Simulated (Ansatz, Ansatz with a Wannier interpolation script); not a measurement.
# Cs2PdCl4 (P4/mmm): what limits a Wannier interpolation of GW

Wanted: errors and cost of interpolated bands of Cs2PdCl4 (P4/mmm) under coarser or faulty settings.

Main program and level: Ansatz 0.2.0; maximally localised Wannier functions, LDA, plane waves, PAW.

## Step 1: Set-up

It takes space group P4/mmm (No. 123, tetragonal). Conventional cell: a = 7.416 Å, b = 7.416 Å, c = 4.679 Å, α = 90.00°, β = 90.00°, γ = 90.00°. Cs has 8 Cl at 3.53 Å nearest. Pd has 4 Cl at 2.32 Å nearest. Nearest to Cl lie 1 Pd at 2.32 Å and 4 Cs at 3.53 Å. Farther neighbours and most contacts between anions are not listed.

The cell and positions come from the Crystallography Open Database and are kept as given unless a step says otherwise. Spin-orbit coupling is left out unless a step names it. The default PAW set here is soft_2. Its files were made with PBE.

## Step 2: Wannier model on 4×4×8

Localised functions give a small Hamiltonian that interpolates between mesh points at no cost.

input.yaml reads:

```yaml
crystal:
  lattice:
    - [7.4158, 0.0, 0.0]
    - [0.0, 7.4158, 0.0]
    - [0.0, 0.0, 4.6792]
  atoms:
    - { symbol: Cs, position: [0.0, 0.5, 0.5] }
    - { symbol: Cs, position: [0.5, 0.0, 0.5] }
    - { symbol: Pd, position: [0.0, 0.0, 0.0] }
    - { symbol: Cl, position: [0.221, 0.221, 0.0] }
    - { symbol: Cl, position: [0.779, 0.221, 0.0] }
    - { symbol: Cl, position: [0.779, 0.779, 0.0] }
    - { symbol: Cl, position: [0.221, 0.779, 0.0] }
kpoints:
  mp_grid: { grid: [2, 2, 4] }
hamiltonian:
  xc: lda
scf:
  occupations: { method: fixed }
  n_extra_bands: 136
output:
  wannier:
    kmesh: [4, 4, 8]
    projections: [{ species: Cl, l: p, shell: 3 }, { species: Pd, l: d, shell: 4 }]
    minimise: true
    write_hr: true
    seedname: w
    conv_tol: 1.0e-07
    max_iter: 4000
    disentanglement:
      window: [-2.36, 7.21]
      frozen_window: [-2.36, 4.21]
      conv_tol: 1.0e-08
```

Started as:

```bash
$ ansatz run input.yaml --threads 12 --pin off --max-ram 22118MiB --backend cpu --events-out ev --progress --plain --runs-dir out
```

Numbers of over 12 decimals in the logs are rounded to 6 here.

Output:

```text
scf.n_extra_bands = 136 over 32 filled bands (N_el = 64.0): the run solves 168 bands
Engine: ansatz 0.2.0, aarch64-unknown-linux-gnu
Pseudopotentials: kind: paw
Pseudopotential: Cs, paw, valence charge 9, recommended cutoff 420 eV (normal), Cs.paw.azcp
Pseudopotential: Pd, paw, valence charge 18, recommended cutoff 420 eV (normal), Pd.paw.azcp
Pseudopotential: Cl, paw, valence charge 7, recommended cutoff 420 eV (normal), Cl.paw.azcp
Functional definition: SPW92
  exchange = slater_x
  correlation = pw_c
Crystal: 7 atoms, lattice volume = 257.328 Å³
Basis set: ecut = 420 eV, 5047 PW (Γ)
Bands: 168, of which v1, the nominal top of the filled ones, is band 32 counted from 1 (31 counted from 0)
Symmetry: 16 space group operations
Space group: P4/mmm (ITA 123), of the structure as read, at distance tolerance 6.4e-5 Å
k-points: 9 of 16
Non-local potential: Cs, projectors of the file, l = 0: 3, l = 1: 2, l = 2: 2, l = 3: 2
Non-local potential: Pd, projectors of the file, l = 0: 2, l = 1: 2, l = 2: 2, l = 3: 1
Non-local potential: Cl, projectors of the file, l = 0: 2, l = 1: 2, l = 2: 2
PAW form: soft (Blöchl's): semilocal exchange-correlation on the pseudo side does not see the compensation charge
PAW frozen core: Cs, regenerated for the run's functional, and the local potential with it (the file was generated under x = pbe(κ = 0.804, μ = 0.219515), c = pbe(β = 0.066725))
PAW frozen core: Pd, regenerated for the run's functional, and the local potential with it (the file was generated under x = pbe(κ = 0.804, μ = 0.219515), c = pbe(β = 0.066725))
PAW frozen core: Cl, regenerated for the run's functional, and the local potential with it (the file was generated under x = pbe(κ = 0.804, μ = 0.219515), c = pbe(β = 0.066725))
PAW one-centre angular grid: Cs, 194 points (default); XC on 64 Gauss nodes
PAW one-centre angular grid: Pd, 590 points (default); XC on 64 Gauss nodes
PAW one-centre angular grid: Cl, 110 points (default); XC on 64 Gauss nodes
Initial density: superposition of atomic densities (neutral atoms: chi_scale 0, normalization atom), corrected by the library's trained network
Initial wavefunctions: pseudopotential atomic-orbital guess
Functional: x = slater, c = lda
SCF iter   1: F=—  HF=-22040.379031 eV  |F-HF|=—  |Δ(HF+E_count)|=         —  Δρ=5.63e-3  dr2=7.59e-2  ethr=1.77e-3  ⟨swp⟩=4.8  Hψ=5373  notcnv=0  defer=1196
preconditioner: auto → Resta (q_TF=auto, 2.164 Å⁻¹)  ε∞=1.4  [insulator: Δε(μ)=1.615 eV  Ē_g=24.902 eV  n_scr=46 (ndim 8)  ℏωp=16.7 eV  f_vac=0.187  ε∞_Penn≈1.4]
SCF iter   2: F=—  HF=-22040.356782 eV  |F-HF|=—  |Δ(HF+E_count)|=   2.22e-2  Δρ=2.39e-3  dr2=7.77e-3  ethr=1.19e-4  ⟨swp⟩=2.0  Hψ=1758  notcnv=0  defer=1188
SCF iter   3: F=—  HF=-22040.355621 eV  |F-HF|=—  |Δ(HF+E_count)|=   1.16e-3  Δρ=1.15e-3  dr2=3.71e-3  ethr=1.21e-5  ⟨swp⟩=2.0  Hψ=617  notcnv=0  defer=1204
SCF iter   4: F=—  HF=-22040.355370 eV  |F-HF|=—  |Δ(HF+E_count)|=   2.50e-4  Δρ=8.07e-4  dr2=2.36e-3  ethr=5.80e-6  ⟨swp⟩=2.0  Hψ=642  notcnv=0  defer=1190
SCF iter   5: F=—  HF=-22040.354987 eV  |F-HF|=—  |Δ(HF+E_count)|=   3.83e-4  Δρ=2.50e-4  dr2=2.34e-4  ethr=3.69e-6  ⟨swp⟩=2.0  Hψ=391  notcnv=0  defer=1172
SCF iter   6: F=—  HF=-22040.354958 eV  |F-HF|=—  |Δ(HF+E_count)|=   2.90e-5  Δρ=4.09e-5  dr2=4.71e-6  ethr=3.66e-7  ⟨swp⟩=2.0  Hψ=461  notcnv=0  defer=1166
SCF iter   7: F=—  HF=-22040.354769 eV  |F-HF|=—  |Δ(HF+E_count)|=   1.89e-4  Δρ=4.82e-6  dr2=6.52e-8  ethr=1.56e-10  ⟨swp⟩=15.6  Hψ=14430  notcnv=0
SCF iter   8: F=-22040.354769 eV  HF=-22040.354769 eV  |F-HF|=2.55e-9  |Δ(HF+E_count)|=   4.49e-8  Δρ=1.43e-6  dr2=7.77e-9  ethr=1.02e-10  ⟨swp⟩=1.4  Hψ=2484  notcnv=0
SCF 1 converged in 8 iterations: F = -22040.354769 eV  dr2 = 7.77e-9
[...]
NSCF: frozen V_eff on 34 k-points
the Wannier pass solved 34 of the 128 points of its mesh, and has the states at the others by symmetry: states obtained by the crystal's operations at points that were solved too leave a residual of 6.53e-13 eV (read by the count's bands and the next), within 6.67e-6 eV
SCF converged after 8 iterations
Free energy (F): -22040.354769 eV
Harris-Foulkes:  -22040.354769 eV  (|F-HF|=2.55e-9)
Internal energy: -22040.354769 eV  (E = F + TS)
E sigma→0 (E₀):  -22040.354769 eV
Fermi energy:    2.077811 eV
--- Per-component energies (eV) ---
  E_band       = -652.317686
  E_kinetic    = 1440.515080
  E_local      = -6588.564566  (includes V_loc(G=0)·N_el)
  E_nonlocal   = 409.604103
  E_hartree    = 2702.527261
  E_xc         = -935.134068
  E_vxc        = -948.026635  (∫ρ·V_xc dr)
  E_paw        = -15929.532652  (= ΣΔE_a)
  E_vpaw       = -370.906112  (= ΣTr[D̂ρ^β])
  E_aug_tail   = 0.000592  (compensation charges beyond the density's cutoff)
  E_ewald      = -3141.754333
  E_core_change = 1.983813  (= ΣΔE_core)
  E_smearing   = -0.000000  (= −TS)
  E_closure    = 0.000000  (closes the sum)
  Σ components = -22040.354769   (vs F -22040.354769, Δ=0.00e0)
--- Band table (eV; the first three rows and the last of 9) ---
  k-point 0: bands = [... 28 lower, 1.4624, 1.5518, 1.9962, 1.9962, 4.2370, 5.8617, 7.1605, 8.0651, ... 132 higher]
  k-point 1: bands = [... 28 lower, 1.6838, 1.7122, 2.0139, 2.0139, 4.2452, 6.5007, 7.0294, 8.1500, ... 132 higher]
  k-point 2: bands = [... 28 lower, 1.8863, 1.8937, 2.0346, 2.0346, 4.2534, 6.3095, 7.7402, 8.0782, ... 132 higher]
  k-point 8: bands = [... 28 lower, 1.8218, 1.8785, 1.8785, 1.9322, 3.7320, 7.2657, 8.7451, 8.7451, ... 132 higher]
Wannier search: line search 1 of at most 4000: gauge-dependent spread (as the search counts it) 0.4256859 Å², largest recent change 1.5e-1 Å² and fall left 7.1e-6 Å² against conv_tol 1.0e-7 Å², 0 stops escaped
```

It took 32 s on 12 threads of Arm Neoverse V1, shared host; peak memory 3 GiB.

Reading the cycles: dr2 is the Hartree energy of the density residual (eV), the measure of convergence; HF is the Harris–Foulkes estimate of the energy, which meets the free energy F at convergence.

This step gave:

* gauge-invariant spread: 25.06 Å²
* diagonal spread: 1.25e-4 Å²
* off-diagonal spread: 0.4254 Å²
* total spread: 25.48 Å²
* least projectability: 0.8024
* localisation steps: 7
* disentanglement steps: 3
* r.m.s. interpolation error: 4.25e-5 eV
* r.m.s. error near the gap: 5.29e-5 eV

Near the gap the model misses directly solved bands by 0.1 meV r.m.s. and by 1 meV at most in the window tested. This tests the starting bands, not the corrections carried with them.

## Step 3: Wannier model on 2×2×4

input.yaml: that of step 2 with these lines changed.

```diff
@@ -22,3 +22,3 @@
   wannier:
-    kmesh: [4, 4, 8]
+    kmesh: [2, 2, 4]
     projections: [{ species: Cl, l: p, shell: 3 }, { species: Pd, l: d, shell: 4 }]
```

Output:

```text
[...]
Crystal: 7 atoms, lattice volume = 257.328 Å³
Basis set: ecut = 420 eV, 5047 PW (Γ)
Bands: 168, of which v1, the nominal top of the filled ones, is band 32 counted from 1 (31 counted from 0)
[... 1 set-up line as in the run before ...]
[...]
k-points: 9 of 16
[...]
SCF iter   1: F=—  HF=-22040.379031 eV  |F-HF|=—  |Δ(HF+E_count)|=         —  Δρ=5.63e-3  dr2=7.59e-2  ethr=1.77e-3  ⟨swp⟩=4.8  Hψ=5373  notcnv=0  defer=1196
[...]
SCF iter   8: F=-22040.354769 eV  HF=-22040.354769 eV  |F-HF|=2.55e-9  |Δ(HF+E_count)|=   4.49e-8  Δρ=1.43e-6  dr2=7.77e-9  ethr=1.02e-10  ⟨swp⟩=1.4  Hψ=2484  notcnv=0
SCF 1 converged in 8 iterations: F = -22040.354769 eV  dr2 = 7.77e-9
[...]
NSCF: frozen V_eff on 11 k-points
[...]
SCF converged after 8 iterations
Free energy (F): -22040.354769 eV
[...]
Internal energy: -22040.354769 eV  (E = F + TS)
E sigma→0 (E₀):  -22040.354769 eV
Fermi energy:    2.077811 eV
[...]
--- Band table (eV; the first three rows and the last of 9) ---
  k-point 0: bands = [... 28 lower, 1.4624, 1.5518, 1.9962, 1.9962, 4.2370, 5.8617, 7.1605, 8.0651, ... 132 higher]
  k-point 1: bands = [... 28 lower, 1.6838, 1.7122, 2.0139, 2.0139, 4.2452, 6.5007, 7.0294, 8.1500, ... 132 higher]
  k-point 2: bands = [... 28 lower, 1.8863, 1.8937, 2.0346, 2.0346, 4.2534, 6.3095, 7.7402, 8.0782, ... 132 higher]
  k-point 8: bands = [... 28 lower, 1.8218, 1.8785, 1.8785, 1.9322, 3.7320, 7.2657, 8.7451, 8.7451, ... 132 higher]
[...]
```

Wall time 17 s (12 threads); peak memory 2.4 GiB.

This step gave:

- gauge-invariant spread: 23.69 Å²
- diagonal spread: 1.24e-4 Å²
- off-diagonal spread: 0.4412 Å²
- total spread: 24.13 Å²
- least projectability: 0.8024
- localisation steps: 8
- disentanglement steps: 3
- r.m.s. interpolation error: 0.001741 eV
- r.m.s. error near the gap: 0.001989 eV

Near the gap the model misses directly solved bands by 2.0 meV r.m.s. and by 13 meV at most in the window tested. This tests the starting bands, not the corrections carried with them.

Frozen up to 2.13 eV; above it the model need not follow the bands. Electronic bands along the path, in eV, zero at the valence-band top; v1 is the highest filled band, c1 the lowest empty one:

```tsv
point	v4	v3	v2	v1	c1
Γ	-0.62	-0.53	-0.08	-0.08	2.16
halfway	-0.59	-0.41	-0.07	-0.06	2.06
X	-0.56	-0.33	-0.05	-0.04	1.96
halfway	-0.54	-0.19	-0.03	-0.02	1.80
M	-0.52	-0.09	0.00	0.00	1.63
halfway	-0.56	-0.28	-0.04	-0.04	1.93
Γ	-0.62	-0.53	-0.08	-0.08	2.16
halfway	-0.39	-0.37	-0.06	-0.06	2.17
Z	-0.19	-0.18	-0.04	-0.04	2.18
halfway	-0.22	-0.16	-0.09	-0.08	2.07
R	-0.26	-0.14	-0.13	-0.12	1.97
halfway	-0.25	-0.17	-0.16	-0.14	1.81
A	-0.26	-0.20	-0.20	-0.15	1.65
halfway	-0.22	-0.16	-0.13	-0.12	1.94
Z	-0.19	-0.18	-0.04	-0.04	2.18
jump to X	-0.56	-0.33	-0.05	-0.04	1.96
halfway	-0.38	-0.25	-0.09	-0.07	1.96
R	-0.26	-0.14	-0.13	-0.12	1.97
jump to M	-0.52	-0.09	0.00	0.00	1.63
halfway	-0.34	-0.18	-0.11	-0.11	1.65
A	-0.26	-0.20	-0.20	-0.15	1.65
```

The same for Kohn-Sham, solved directly:

```tsv
point	v4	v3	v2	v1	c1
Γ	-0.62	-0.53	-0.08	-0.08	2.16
X	-0.56	-0.33	-0.05	-0.04	1.96
M	-0.52	-0.09	0.00	0.00	1.63
Γ	-0.62	-0.53	-0.08	-0.08	2.16
Z	-0.19	-0.18	-0.04	-0.04	2.18
R	-0.26	-0.14	-0.13	-0.12	1.97
A	-0.26	-0.20	-0.20	-0.15	1.65
Z	-0.19	-0.18	-0.04	-0.04	2.18
X	-0.56	-0.33	-0.05	-0.04	1.96
R	-0.26	-0.14	-0.13	-0.12	1.97
M	-0.52	-0.09	0.00	0.00	1.63
A	-0.26	-0.20	-0.20	-0.15	1.65
```

## Step 4: A faulty Wannier input

input.yaml: that of step 3 with these lines changed.

```diff
@@ -28,3 +28,3 @@
     conv_tol: 1.0e-07
-    max_iter: 4000
+    max_iter: 3
     disentanglement:
```

Output:

```text
Error: invalid value for `output.wannier.max_iter`: must be ≥ 5; got 3
```

Run time: 0.16 s. Hardware: 12 threads; peak memory 0.091 GiB.

The input was rejected at the start.

The program's message: “Error: invalid value for `output.wannier.max_iter`: must be ≥ 5; got 3”

The fault put into this input: too few iterations.

## Step 5: G0W0: 2×2×4 mesh, 768 empty bands, screening to 120 eV

Now the one-shot GW correction: screening in the RPA, then the self-energy of the levels asked for.

This step: G0W0 on LDA, plane waves, PAW.

input.yaml, the sections that differ from step 4:

```yaml
scf:
  occupations: { method: fixed }
gw:
  n_empty_bands: 768
  ecut_chi: 120.0
  qp_bands: [v16, c1]
  screening: { model: contour_deformation }
# crystal, kpoints, hamiltonian: as in step 4
# output: removed
```

Output:

```text
[...]
Crystal: 7 atoms, lattice volume = 257.328 Å³
Basis set: ecut = 420 eV, 5047 PW (Γ)
Bands: 39, of which v1, the nominal top of the filled ones, is band 32 counted from 1 (31 counted from 0)
[... 1 set-up line as in the run before ...]
[...]
k-points: 9 of 16
[...]
8    23     -0.4070   -20.1943     2.7969   -16.3198  0.7262    -1.5770    -1.4847  root ?
[...]
8    30      1.8784   -28.8866     4.0849   -23.7444  0.7460     0.7894     0.8211  root
     8    31      1.8784   -28.8866     4.0849   -23.7444  0.7460     0.7894     0.8211  root
     8    32      1.9320   -29.4570     3.9280   -24.5232  0.7515     0.9039     0.9262  root
     8    33      3.7319   -17.7047    -3.1349   -22.2465  0.7756     5.1605     5.1387  root
[key lines of the parts left out:]
SCF converged after 8 iterations
Free energy (F): -22040.354769 eV
Fermi energy:    2.077720 eV
```

The job ended after 14 min (12 threads; peak memory 9.2 GiB; 75 min of CPU time).

The G0W0 gap on the mesh is 4.106 eV.

## Step 6: G0W0: 2×2×4 mesh, 356 empty bands, screening to 72 eV, plasmon pole

input.yaml: that of step 5 with these lines changed.

```diff
@@ -20,5 +20,5 @@
 gw:
-  n_empty_bands: 768
-  ecut_chi: 120.0
+  n_empty_bands: 356
+  ecut_chi: 72
   qp_bands: [v16, c1]
-  screening: { model: contour_deformation }
+  screening: { model: godby_needs }
```

Output:

```text
[...]
Crystal: 7 atoms, lattice volume = 257.328 Å³
Basis set: ecut = 420 eV, 5047 PW (Γ)
Bands: 39, of which v1, the nominal top of the filled ones, is band 32 counted from 1 (31 counted from 0)
[... 1 set-up line as in the run before ...]
[...]
k-points: 9 of 16
[...]
0    24      0.3549   -20.5869     3.1728   -16.2203  0.7894    -0.8579    -0.8388  root
[...]
8    30      1.8784   -28.8866     4.3040   -23.7444  0.7787     1.0354     1.0402  root
     8    31      1.8784   -28.8866     4.3040   -23.7444  0.7787     1.0354     1.0402  root
     8    32      1.9320   -29.4570     4.1631   -24.5232  0.7800     1.1564     1.1613  root
     8    33      3.7319   -17.7047    -2.7939   -22.2465  0.7970     5.4949     5.4798  root
[key lines of the parts left out:]
SCF converged after 8 iterations
Free energy (F): -22040.354769 eV
Fermi energy:    2.077720 eV
```

Wall time 3 min (12 threads); peak memory 3.3 GiB.

The G0W0 gap on the mesh is 4.196 eV.

## Step 7: Interpolated results

Times are wall times on 12 threads of Arm Neoverse V1, shared host. The host was busy with other work, so they are no guide to cost.

```tsv
GW mesh	empty bands	cutoff (eV)	frequency	gap on mesh (eV)	gap over zone (eV)	direct gap (eV)	valence width (eV)	GW time
2×2×4	768	120	contour deformation	4.106	4.106	4.106	4.084	14 min
2×2×4	356	72	plasmon pole	4.196	4.196	4.196	4.309	3 min
```

## Step 8: Outcome

```json
{"2×2×4 mesh, 768 empty bands, screening to 120 eV": "4.11 eV", "2×2×4 mesh, 356 empty bands, screening to 72 eV, plasmon pole": "4.20 eV"}
```

**Reading.** The largest change, +0.09 eV in the gap over the zone, comes with 2×2×4 mesh, 356 empty bands, screening to 72 eV, plasmon pole. The first run is a reference, not a converged one, and where a row moves several settings no single cause can be named. Coarser Wannier mesh (2×2×4): the miss near the gap goes from under 1 (the model on 4×4×8) to 2 meV and the total spread from 25.5 to 24.1 Å². With 2×2×4 mesh, 356 empty bands, screening to 72 eV, plasmon pole the gap over the zone moves by +0.09 eV and that on the mesh by +0.09 eV. Gaps over the zone and on the mesh differ where an edge lies off the mesh, or where a GW run starts from another density: the starting gap over the zone is 1.634 eV, on the GW meshes it is 1.634 eV. The 2×2×4 mesh is coarse for this cell (its supercell is 15 Å along the shortest edge). The RPA ε∞ on it, from the LDA start, is 2.35 and 2.72; such meshes misread the long-range screening, most where the gap is narrow. The runs have no spin polarisation. For a closed low-spin shell that is the natural state; where a d or f shell is open it is a constraint, and the gap is then not the crystal's own. With d states at the gap, one-shot GW leans hard on its start. The many-body steps are scalar-relativistic: spin-orbit coupling is not in them.

[Paths, hosts, dates, memory and timing lines, banners, echoed tables and standing remarks are left out of the program output.]

[Logs are printed without paths, hosts, clocks, repeated set-up lines and the standing remarks that a program may print on its own settings, such as how far it seeks lower states.]

[Runs of the session that timed out or met a known fault of the program may be left out.]

[Hosts, paths, dates, database ids (printed as entryN), source tags and the programs' standing remarks are cut or masked in the printed files.]
